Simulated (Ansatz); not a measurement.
# ZrSeS monolayer, Janus: relaxing the cell for a phonon run

Wanted: the relaxed cell of ZrSeS monolayer, Janus.

Method: DFT PBEsol, scalar-relativistic, plane waves, PAW, in Ansatz 0.2.0.

## 1. The starting structure

The cell holds 3 atoms: 1 Zr, 1 S and 1 Se. Cell: a = 3.750 Å, b = 3.750 Å, c = 20.000 Å, α = 90.0°, β = 90.0°, γ = 120.0°. Vacuum lies along c.

As a file:

```cif
data_structure
_symmetry_space_group_name_H-M 'P 1'
_symmetry_Int_Tables_number 1
_cell_length_a 3.7500
_cell_length_b 3.7500
_cell_length_c 20.0000
_cell_angle_alpha 90.000
_cell_angle_beta 90.000
_cell_angle_gamma 120.000
_cell_volume 243.57
loop_
_atom_site_label
_atom_site_type_symbol
_atom_site_fract_x
_atom_site_fract_y
_atom_site_fract_z
_atom_site_occupancy
Zr1 Zr 0.00000 0.00000 0.50000 1
S2 S 0.33333 0.66667 0.57500 1
Se3 Se 0.66667 0.33333 0.42000 1
```

## 2. Probe on a coarse mesh

A quick single point on a coarse mesh tells whether the cell has a gap and how far it is from rest, which sets the k mesh and smearing that follow.

The program solves this slab on a cell height of its own, 30.0 Å, in place of the one typed.

input.yaml reads:

```yaml
crystal:
  lattice:
    - [3.75, 0.0, 0.0]
    - [-1.875, 3.2476, 0.0]
    - [0.0, 0.0, 20.0]
  atoms:
    - { symbol: Zr, position: [0.0, 0.0, 0.5] }
    - { symbol: S, position: [0.333333, 0.666667, 0.575] }
    - { symbol: Se, position: [0.666667, 0.333333, 0.42] }
  periodic: [true, true, false]
kpoints:
  mp_grid: { grid: [6, 6, 1] }
hamiltonian:
  xc: pbesol
scf:
  occupations: { method: gaussian, width: 0.1 }
output:
  forces: true
  stress: true
  eigenvalues: true
```

Command:

```console
$ ansatz run input.yaml --threads 8 --pin off --max-ram 14336MiB --backend cpu --events-out ev --progress --plain --runs-dir out
```

Numbers of over 12 decimals in the logs are rounded to 6 here.

Output:

```text
[...]
--- Band table (eV; the first three rows and the last of 7) ---
  k-point 0: bands = [... 13 lower, -8.4928, -7.0447, -6.0123, -6.0123, -4.7104, -4.7104, -4.0756, -1.3886]
  k-point 1: bands = [... 13 lower, -8.3747, -7.5158, -6.6463, -6.6144, -4.7559, -4.0045, -3.6303, -2.1627]
  k-point 2: bands = [... 13 lower, -8.5464, -8.3143, -7.0492, -7.0034, -5.1726, -3.3717, -3.1088, -1.4937]
  k-point 6: bands = [... 13 lower, -9.2734, -8.0177, -7.9747, -7.8379, -3.9648, -3.4591, -3.3357, -1.4650]
[key lines of the parts left out:]
SCF converged after 8 iterations
Free energy (F): -10441.953193 eV
Fermi energy:    -5.684071 eV
P = ½ c Tr σ = -2.7853 N/m
```

Wall time 0.88 s (8 threads of Arm Neoverse V2, shared host); peak memory 0.72 GiB.

Numbers from this step:

```
gap on the k-mesh  : 0.6624 eV
direct gap on mesh : 1.302 eV
area per atom      : 4.059 Å²
```

The coarse mesh shows a gap of 0.66 eV.

## 3. Coarse relaxation

A rough relaxation comes first, because large forces or stress need no tight tolerances yet.

The program solves this slab on a cell height of its own, 30.0 Å, in place of the one typed.

Edit input.yaml of step 2 so:

```diff
@@ -20 +20,6 @@
   eigenvalues: true
+relax:
+  adjacent_minimum: "off"
+  f_tol: 0.05
+  max_steps: 80
+  cell: { stress_2d_tol: 0.02 }
```

Output:

```text
[...]
Crystal: 3 atoms, lattice volume = 365.355 Å³
Basis set: ecut = 420 eV, 7157 PW (Γ), exchange–correlation on 54×54×432 points (8 copies of the dense FFT grid, shifted against one another)
Bands: 21, of which v1, the nominal top of the filled ones, is band 17 counted from 1 (16 counted from 0)
Symmetry: 6 space group operations
[...]
F+E_penalty+E_count = -10442.05320125 eV   max|allowed force component| = 2.767e-2 eV/Å   (the final SCF, on the basis selected at the relaxed cell)
  cell:  # Å, volume = 354.6962 Å³
    - [3.694897, 0.0, 0]
    - [-1.847449, 3.199875, 0]
    - [0, 0, 30.0]
  atoms:
    - { symbol: Zr, position: [0, 0, 0.334901] }
    - { symbol: S, position: [0.333333, 0.666667, 0.380989] }
    - { symbol: Se, position: [0.666667, 0.333333, 0.280777] }
[key lines of the parts left out:]
SCF converged after 8 iterations
Free energy (F): -10442.053201 eV
Fermi energy:    -5.505214 eV
P = ½ c Tr σ = 0.0046 N/m
```

Wall time 5.4 s (8 threads); peak memory 0.76 GiB; 37 s of CPU time.

Step by step:

```
step  energy less that of the first step (eV)  largest force component (eV/Å)  volume (Å³)
   1                                   0.0000                          1.1647       365.36
   2                                   0.0261                          1.4393       358.88
   3                                  -0.0990                          0.1107       356.32
   4                                  -0.1002                          0.0277       354.70
  5*                                  -0.1000                          0.0277       354.70
```

Relaxation steps marked * repeat the geometry before them on a plane-wave basis chosen anew for their cell, so energy and pressure can jump there. Relaxation step 2 was tried and not accepted.

Forces are held to the 6 operations that the run works with; a distortion that breaks them can't arise in this run.

```
cell as run  before  after  change
      a (Å)   3.750  3.695  -1.5 %
      b (Å)   3.750  3.695  -1.5 %
```

The atoms that moved most (Å, along periodic axes as changes of fractional coordinates times the final cell, across vacuum about the mean position):

```
atom     dx     dy      dz  length
  S2  0.000  0.000  -0.070   0.070
 Zr1  0.000  0.000   0.047   0.047
 Se3  0.000  0.000   0.023   0.023
```

The relaxed structure:

```cif
data_structure
_symmetry_space_group_name_H-M 'P 1'
_symmetry_Int_Tables_number 1
_cell_length_a 3.6949
_cell_length_b 3.6949
_cell_length_c 30.0000
_cell_angle_alpha 90.000
_cell_angle_beta 90.000
_cell_angle_gamma 120.000
_cell_volume 354.70
loop_
_atom_site_label
_atom_site_type_symbol
_atom_site_fract_x
_atom_site_fract_y
_atom_site_fract_z
_atom_site_occupancy
Zr1 Zr 0.00000 0.00000 0.33490 1
S2 S 0.33333 0.66667 0.38099 1
Se3 Se 0.66667 0.33333 0.28078 1
```

Numbers from this step:

* gap on the k-mesh: 0.6071 eV
* direct gap on mesh: 1.191 eV
* area per atom: 3.941 Å²

The relaxation ends with a largest force component of 0.028 eV/Å.

## 4. Bringing the structure to rest, k-mesh 9×9×1

Harmonic phonons are second derivatives at a point where the forces vanish, and they are wanted at zero stress, so atoms and cell are relaxed first.

input.yaml reads:

```yaml
crystal:
  lattice:
    - [3.6948971588, 0.0, 0.0]
    - [-1.8474485794, 3.1998748039, 0.0]
    - [0.0, 0.0, 30.0]
  atoms:
    - { symbol: Zr, position: [0.0, 0.0, 0.3349005013] }
    - { symbol: S, position: [0.3333333333, 0.6666666667, 0.3809889352] }
    - { symbol: Se, position: [0.6666666667, 0.3333333333, 0.2807772301] }
  periodic: [true, true, false]
kpoints:
  mp_grid: { grid: [9, 9, 1] }
hamiltonian:
  xc: pbesol
scf:
  occupations: { method: gaussian, width: 0.02 }
output:
  forces: true
  stress: true
  eigenvalues: true
  write_density: true
  write_potential: true
  elf: true
  volumetric_format: npy
relax:
  adjacent_minimum: "off"
  f_tol: 0.005
  max_steps: 80
  cell: { stress_2d_tol: 0.02 }
```

Output:

```text
[...]
Crystal: 3 atoms, lattice volume = 354.696 Å³
Basis set: ecut = 420 eV, 6977 PW (Γ), exchange–correlation on 50×50×432 points (8 copies of the dense FFT grid, shifted against one another)
Bands: 21, of which v1, the nominal top of the filled ones, is band 17 counted from 1 (16 counted from 0)
Symmetry: 6 space group operations
[...]
k-points: 12 of 81 (time reversal used)
[...]
SCF iter   1: F=—  HF=-10442.077694 eV  |F-HF|=—  |Δ(HF+E_count)|=         —  Δρ=2.21e-3  dr2=5.86e-2  ethr=1.77e-3  ⟨swp⟩=14.1  Hψ=1935  notcnv=0
[...]
SCF iter   8: F=-10442.069582 eV  HF=-10442.069582 eV  |F-HF|=1.10e-8  |Δ(HF+E_count)|=   2.33e-7  Δρ=1.80e-6  dr2=7.15e-9  ethr=2.94e-10  ⟨swp⟩=18.6  Hψ=2579  notcnv=0
SCF 1 converged in 8 iterations: F = -10442.069582 eV  dr2 = 7.15e-9
[...]
relax step   1: F+E_penalty+E_count = -10442.06958242 eV  Δ(F+E_penalty+E_count) = +0.000e0 eV  max|allowed force component| = 5.105e-2 eV/Å  Δτ_max = 0.0000 Å  P = -0.119 N/m  Ω = 354.696 Å³  fix = [c, alpha, beta]  reactions: c +0.000 N/m  (8 SCF iters, dr2 threshold 1.00e-7 eV, accepted)
Crystal: 3 atoms, lattice volume = 352.761 Å³
Basis set: ecut = 420 eV, 6905 PW (Γ), exchange–correlation on 50×50×432 points (8 copies of the dense FFT grid, shifted against one another)
[...]
SCF iter   6: F=-10442.069285 eV  HF=-10442.069285 eV  |F-HF|=6.60e-8  |Δ(HF+E_count)|=   2.69e-7  Δρ=6.33e-6  dr2=1.27e-7  ethr=4.79e-10  ⟨swp⟩=15.5  Hψ=2912  notcnv=0
SCF 2 converged in 6 iterations: F = -10442.069285 eV  dr2 = 1.27e-7
relax step   2: F+E_penalty+E_count = -10442.06928486 eV  Δ(F+E_penalty+E_count) = +2.976e-4 eV  max|allowed force component| = 1.205e-1 eV/Å  Δτ_max = 0.0183 Å  P = -0.170 N/m  Ω = 352.761 Å³  energy of the carried Pulay correction = +4.216e-5 eV  fix = [c, alpha, beta]  (6 SCF iters, dr2 threshold 1.63e-7 eV, rejected (line search))
Crystal: 3 atoms, lattice volume = 353.352 Å³
[...]
SCF iter  11: F=-10442.070117 eV  HF=-10442.070117 eV  |F-HF|=3.27e-11  |Δ(HF+E_count)|=  2.36e-11  Δρ=7.80e-9  dr2=5.58e-13  ethr=1.00e-12  ⟨swp⟩=10.0  Hψ=1572  notcnv=0
SCF 3 converged in 11 iterations: F = -10442.070117 eV  dr2 = 5.58e-13
relax step   3: F+E_penalty+E_count = -10442.07011717 eV  Δ(F+E_penalty+E_count) = -5.347e-4 eV  max|allowed force component| = 9.073e-3 eV/Å  Δτ_max = 0.0079 Å  P = -0.054 N/m  Ω = 353.352 Å³  energy of the carried Pulay correction = +2.927e-5 eV  fix = [c, alpha, beta]  reactions: c -0.000 N/m  (11 SCF iters, accepted)
[...]
relax step   4: F+E_penalty+E_count = -10442.07014075 eV  Δ(F+E_penalty+E_count) = -2.358e-5 eV  max|allowed force component| = 5.073e-3 eV/Å  Δτ_max = 0.0005 Å  P = -0.014 N/m  Ω = 353.085 Å³  energy of the carried Pulay correction = +3.510e-5 eV  fix = [c, alpha, beta]  reactions: c -0.000 N/m  (6 SCF iters, dr2 threshold 5.14e-9 eV, accepted)
[...]
relax step   5: F+E_penalty+E_count = -10442.07014434 eV  Δ(F+E_penalty+E_count) = -3.588e-6 eV  max|allowed force component| = 5.855e-4 eV/Å  Δτ_max = 0.0002 Å  P = +0.000 N/m  Ω = 353.012 Å³  energy of the carried Pulay correction = +3.668e-5 eV  fix = [c, alpha, beta]  reactions: c +0.000 N/m  (6 SCF iters, dr2 threshold 1.61e-9 eV, accepted)
[...]
SCF iter   1: F=—  HF=-10442.070044 eV  |F-HF|=—  |Δ(HF+E_count)|=         —  Δρ=1.75e-6  dr2=2.20e-9  ethr=7.47e-8  ⟨swp⟩=5.8  Hψ=3013  notcnv=0
eigensolver tolerance schedule: the retry pair's looser diagonalisation over-reported the residual by 11574.90 of it (diagonalisation noise at 0.39 of the residual, at the tolerance the schedule requests for it); recorded, not acted on — ethr = c·dr2/N_el stays at c = 1.0e-1
[...]
SCF iter   2: F=—  HF=-10442.070109 eV  |F-HF|=—  |Δ(HF+E_count)|=   6.53e-5  Δρ=9.75e-7  dr2=6.17e-9  ethr=6.46e-12  ⟨swp⟩=6.2  Hψ=969  notcnv=0
[...]
SCF iter   7: F=-10442.070109 eV  HF=-10442.070109 eV  |F-HF|=9.09e-11  |Δ(HF+E_count)|=  4.18e-11  Δρ=2.00e-8  dr2=1.73e-12  ethr=1.00e-12  ⟨swp⟩=8.9  Hψ=1657  notcnv=0
SCF 6 converged in 7 iterations: F = -10442.070109 eV  dr2 = 1.73e-12
relax step   6: F+E_penalty+E_count = -10442.07010925 eV  Δ(F+E_penalty+E_count) = +3.508e-5 eV  max|allowed force component| = 6.109e-4 eV/Å  Δτ_max = 0.0000 Å  P = -0.000 N/m  Ω = 353.012 Å³  fix = [c, alpha, beta]  reactions: c -0.000 N/m  stress off target by 7.86e-5 N/m on what of the cell is left free  SCF on the basis re-selected at this cell (its energy is not comparable with the rows above)  (7 SCF iters)
[...]
WARN: The input density's exchange-correlation potential varies sharply where the density is thin. Do not read a vacuum level from v_tot or v_xc, or from such a field of the output density. On a cell that repeats whose density bears no net charge and no dipole along the vacuum's axis use v_es (v_loc + v_h of the components); under efield.dipole_correction with no amplitude use v_es + v_field, which holds any external [...]
SCF converged after 7 iterations
Free energy (F): -10442.070109 eV
[...]
Internal energy: -10442.070109 eV  (E = F + TS)
E sigma→0 (E₀):  -10442.070109 eV
Fermi energy:    -5.487618 eV
[...]
--- Forces (eV/Å), atoms counted from 1 ---
  atom   1  Zr     0.00000000     0.00000000    -0.00058208
  atom   2  S      0.00000000     0.00000000     0.00061089
  atom   3  Se     0.00000000    -0.00000000    -0.00002888
  max |Σ_I F_I| component: 7.49e-8 eV/Å
--- 2D stress c σ (N/m, compression-positive) ---
       -0.000079      -0.000000      -0.000000
        0.000000      -0.000079       0.000000
       -0.000000       0.000000      -0.000000
  P = ½ c Tr σ = -0.0001 N/m
--- Band table (eV; the first three rows and the last of 12) ---
  k-point 0: bands = [... 13 lower, -8.7186, -7.0423, -5.7856, -5.7856, -4.5911, -4.5911, -3.8026, -0.9767]
  k-point 1: bands = [... 13 lower, -8.6548, -6.8613, -6.5944, -6.1804, -4.5181, -4.1311, -3.5611, -1.6063]
  k-point 2: bands = [... 13 lower, -8.5364, -8.0802, -6.6571, -6.5720, -4.7580, -3.5068, -3.1939, -1.8223]
  k-point 11: bands = [... 13 lower, -9.2858, -8.0895, -7.8768, -7.8101, -3.8166, -3.2940, -3.0391, -1.0953]
--- Relaxed structure (5 steps of the walk, 4 accepted, 1 SCFs on fresh bases) ---
[...]
cell:  # Å, volume = 353.0123 Å³
    - [3.686116, -6.499654479303607e-19, 0]
    - [-1.843058, 3.192270, 0]
    - [0, 0, 30.0]
  atoms:
    - { symbol: Zr, position: [0, 0, 0.334927] }
    - { symbol: S, position: [0.333333, 0.666667, 0.381232] }
    - { symbol: Se, position: [0.666667, 0.333333, 0.280507] }
```

Wall time 8.8 s (8 threads); peak memory 0.89 GiB; 62 s of CPU time.

The steps of the relaxation:

```
step  energy less that of the first step (eV)  largest force component (eV/Å)  volume (Å³)
   1                                   0.0000                          0.0510       354.70
   2                                   0.0003                          0.1205       352.76
   3                                  -0.0005                          0.0091       353.35
   4                                  -0.0006                          0.0051       353.08
   5                                  -0.0006                          0.0006       353.01
  6*                                  -0.0005                          0.0006       353.01
```

Relaxation steps marked * repeat the geometry before them on a plane-wave basis chosen anew for their cell, so energy and pressure can jump there. Relaxation step 2 was tried and not accepted.

The run keeps the 6 symmetry operations that it works with, so distortions that break them were not tested.

```
cell as run  before  after  change
      a (Å)   3.695  3.686  -0.2 %
      b (Å)   3.695  3.686  -0.2 %
```

Final coordinates:

```xyz
3
Lattice="3.6861 0.0000 0.0000 -1.8431 3.1923 0.0000 0.0000 0.0000 30.0000" Properties=species:S:1:pos:R:3
Zr    0.0000    0.0000   10.0478
S     0.0000    2.1282   11.4370
Se    1.8431    1.0641    8.4152
```

This step gave:

```
gap on the k-mesh  : 0.5967 eV
direct gap on mesh : 1.194 eV
area per atom      : 3.922 Å²
```

Valence density in the ac plane at fractional y = 0.000, with atoms of Zr within 0.2 Å of it. It is the smooth field of the valence electrons, not physical close to the nuclei.

Values in e/Å³, 24 rows by 14 columns, each cell a mean:
```
0.0 0.0 0.0 0.0 0.0 0.0 0.0 0.0 0.0 0.0 0.0 0.0 0.0 0.0
0.0 0.0 0.0 0.0 0.0 0.0 0.0 0.0 0.0 0.0 0.0 0.0 0.0 0.0
0.0 0.0 0.0 0.0 0.0 0.0 0.0 0.0 0.0 0.0 0.0 0.0 0.0 0.0
0.0 0.0 0.0 0.0 0.0 0.0 0.0 0.0 0.0 0.0 0.0 0.0 0.0 0.0
0.0 0.0 0.0 0.0 0.0 0.0 0.0 0.0 0.0 0.0 0.0 0.0 0.0 0.0
0.0 0.0 0.0 0.0 0.0 0.0 0.0 0.0 0.0 0.0 0.0 0.0 0.0 0.0
0.0 0.0 0.0 0.0 0.0 0.0 0.0 0.0 0.0 0.0 0.0 0.0 0.0 0.0
0.0 0.0 0.0 0.0 0.0 0.0 0.0 0.0 0.0 0.0 0.0 0.0 0.0 0.0
0.0 0.0 0.0 0.0 0.0 0.0 0.0 0.0 0.0 0.0 0.0 0.0 0.0 0.0
0.0 0.0 0.0 0.0 0.0 0.0 0.0 0.0 0.0 0.0 0.0 0.0 0.0 0.0
0.0 0.0 0.0 0.0 0.0 0.0 0.0 0.0 0.0 0.0 0.0 0.0 0.0 0.0
0.0 0.0 0.0 0.0 0.0 0.0 0.0 0.0 0.0 0.0 0.0 0.0 0.0 0.0
0.0 0.0 0.0 0.0 0.0 0.0 0.0 0.0 0.0 0.0 0.0 0.0 0.0 0.0
0.0 0.0 0.0 0.0 0.0 0.0 0.0 0.0 0.0 0.0 0.0 0.0 0.0 0.0
0.1 0.1 0.1 0.1 0.2 0.2 0.3 0.3 0.3 0.2 0.2 0.1 0.1 0.1
2.6 2.6 1.9 0.8 0.3 0.2 0.2 0.2 0.2 0.2 0.4 1.1 2.2 2.7
1.9 1.8 1.2 0.5 0.3 0.2 0.3 0.3 0.2 0.2 0.3 0.7 1.3 1.8
0.1 0.1 0.1 0.1 0.2 0.2 0.3 0.3 0.3 0.2 0.2 0.1 0.1 0.1
0.0 0.0 0.0 0.0 0.0 0.0 0.0 0.0 0.0 0.0 0.0 0.0 0.0 0.0
0.0 0.0 0.0 0.0 0.0 0.0 0.0 0.0 0.0 0.0 0.0 0.0 0.0 0.0
0.0 0.0 0.0 0.0 0.0 0.0 0.0 0.0 0.0 0.0 0.0 0.0 0.0 0.0
0.0 0.0 0.0 0.0 0.0 0.0 0.0 0.0 0.0 0.0 0.0 0.0 0.0 0.0
0.0 0.0 0.0 0.0 0.0 0.0 0.0 0.0 0.0 0.0 0.0 0.0 0.0 0.0
0.0 0.0 0.0 0.0 0.0 0.0 0.0 0.0 0.0 0.0 0.0 0.0 0.0 0.0
```
Columns run along a (3.7 Å), rows up along c (30.0 Å). Atoms in or near the plane, at fractional coordinates: Zr at (0.00, 0.33).

Electrostatic potential energy in the ac plane at fractional y = 0.000, with atoms of Zr within 0.2 Å of it. With pseudopotentials it is smooth inside the atoms' cores, unlike the true potential.

Ten even steps from '_' (-18 eV) to '@' (0 eV), each cell a mean:
```
@@@@@@@@@@@@@@@@@@@@@@@@@@@@
@@@@@@@@@@@@@@@@@@@@@@@@@@@@
@@@@@@@@@@@@@@@@@@@@@@@@@@@@
@@@@@@@@@@@@@@@@@@@@@@@@@@@@
@@@@@@@@@@@@@@@@@@@@@@@@@@@@
@@@@@@@@@@@@@@@@@@@@@@@@@@@@
@@@@@@@@@@@@@@@@@@@@@@@@@@@@
@@@@@@@@@@@@@@@@@@@@@@@@@@@@
@@@@@@@@@@@@@@@@@@@@@@@@@@@@
@@@@@@@@@@@@@@@@@@@@@@@@@@@@
@@@@@@@@@@@@@@@@@@@@@@@@@@@@
@@@@@@@@@@@@@@@@@@@@@@@@@@@@
@@@@@@@@@@@@@@@@@@@@@@@@@@@@
@@@@@@@@@@@@@@@@@@@@@@@@@@@@
######%%%%##########%%%%####
______..--**####**++::______
__....::==**####****==::....
%%%%%%%%%%##******##%%%%%%%%
@@@@@@@@@@@@@@@@@@@@@@@@@@@@
@@@@@@@@@@@@@@@@@@@@@@@@@@@@
@@@@@@@@@@@@@@@@@@@@@@@@@@@@
@@@@@@@@@@@@@@@@@@@@@@@@@@@@
@@@@@@@@@@@@@@@@@@@@@@@@@@@@
@@@@@@@@@@@@@@@@@@@@@@@@@@@@
```
Columns run along a (3.7 Å; values clipped at the 3rd and 97th percentile), rows up along c (30.0 Å). Atoms in or near the plane, at fractional coordinates: Zr at (0.00, 0.33).

ELF in the ac plane at fractional y = 0.000, with atoms of Zr within 0.2 Å of it. It is the smooth field of the valence electrons, not physical close to the nuclei.

Values, 24 rows by 14 columns, each cell a mean:
```
0.00 0.00 0.00 0.00 0.00 0.00 0.00 0.00 0.00 0.00 0.00 0.00 0.00 0.00
0.00 0.00 0.00 0.00 0.00 0.00 0.00 0.00 0.00 0.00 0.00 0.00 0.00 0.00
0.00 0.00 0.00 0.00 0.00 0.00 0.00 0.00 0.00 0.00 0.00 0.00 0.00 0.00
0.00 0.00 0.00 0.00 0.00 0.00 0.00 0.00 0.00 0.00 0.00 0.00 0.00 0.00
0.00 0.00 0.00 0.00 0.00 0.00 0.00 0.00 0.00 0.00 0.00 0.00 0.00 0.00
0.00 0.00 0.00 0.00 0.00 0.00 0.00 0.00 0.00 0.00 0.00 0.00 0.00 0.00
0.00 0.00 0.00 0.00 0.00 0.00 0.00 0.00 0.00 0.00 0.00 0.00 0.00 0.00
0.00 0.00 0.00 0.00 0.00 0.00 0.00 0.00 0.00 0.00 0.00 0.00 0.00 0.00
0.00 0.00 0.00 0.00 0.00 0.00 0.00 0.00 0.00 0.00 0.00 0.00 0.00 0.00
0.00 0.00 0.00 0.00 0.00 0.00 0.00 0.00 0.00 0.00 0.00 0.00 0.00 0.00
0.00 0.00 0.00 0.00 0.00 0.00 0.00 0.00 0.00 0.00 0.00 0.00 0.00 0.00
0.00 0.00 0.00 0.00 0.00 0.00 0.00 0.00 0.00 0.00 0.00 0.00 0.00 0.00
0.00 0.00 0.00 0.00 0.00 0.01 0.01 0.01 0.01 0.00 0.00 0.00 0.00 0.00
0.01 0.01 0.02 0.06 0.13 0.21 0.28 0.29 0.26 0.19 0.11 0.05 0.02 0.01
0.05 0.06 0.14 0.34 0.56 0.70 0.75 0.76 0.74 0.67 0.52 0.26 0.11 0.06
0.44 0.56 0.60 0.40 0.24 0.33 0.46 0.49 0.43 0.29 0.25 0.48 0.61 0.53
0.43 0.47 0.45 0.35 0.32 0.43 0.53 0.55 0.51 0.40 0.31 0.38 0.47 0.46
0.06 0.09 0.18 0.39 0.57 0.68 0.72 0.73 0.71 0.66 0.54 0.32 0.15 0.08
0.01 0.01 0.02 0.07 0.14 0.24 0.31 0.33 0.29 0.21 0.12 0.05 0.02 0.01
0.00 0.00 0.00 0.00 0.00 0.01 0.01 0.01 0.01 0.01 0.00 0.00 0.00 0.00
0.00 0.00 0.00 0.00 0.00 0.00 0.00 0.00 0.00 0.00 0.00 0.00 0.00 0.00
0.00 0.00 0.00 0.00 0.00 0.00 0.00 0.00 0.00 0.00 0.00 0.00 0.00 0.00
0.00 0.00 0.00 0.00 0.00 0.00 0.00 0.00 0.00 0.00 0.00 0.00 0.00 0.00
0.00 0.00 0.00 0.00 0.00 0.00 0.00 0.00 0.00 0.00 0.00 0.00 0.00 0.00
```
Columns run along a (3.7 Å), rows up along c (30.0 Å). Atoms in or near the plane, at fractional coordinates: Zr at (0.00, 0.33).

(Continued in part 2 of 2.)

[Logs are printed without paths, hosts, clocks, repeated set-up lines and the standing remarks that a program may print on its own settings, such as how far it seeks lower states.]

[Hosts, paths, dates, database ids (printed as entryN), source tags and the programs' standing remarks are cut or masked in the printed files.]
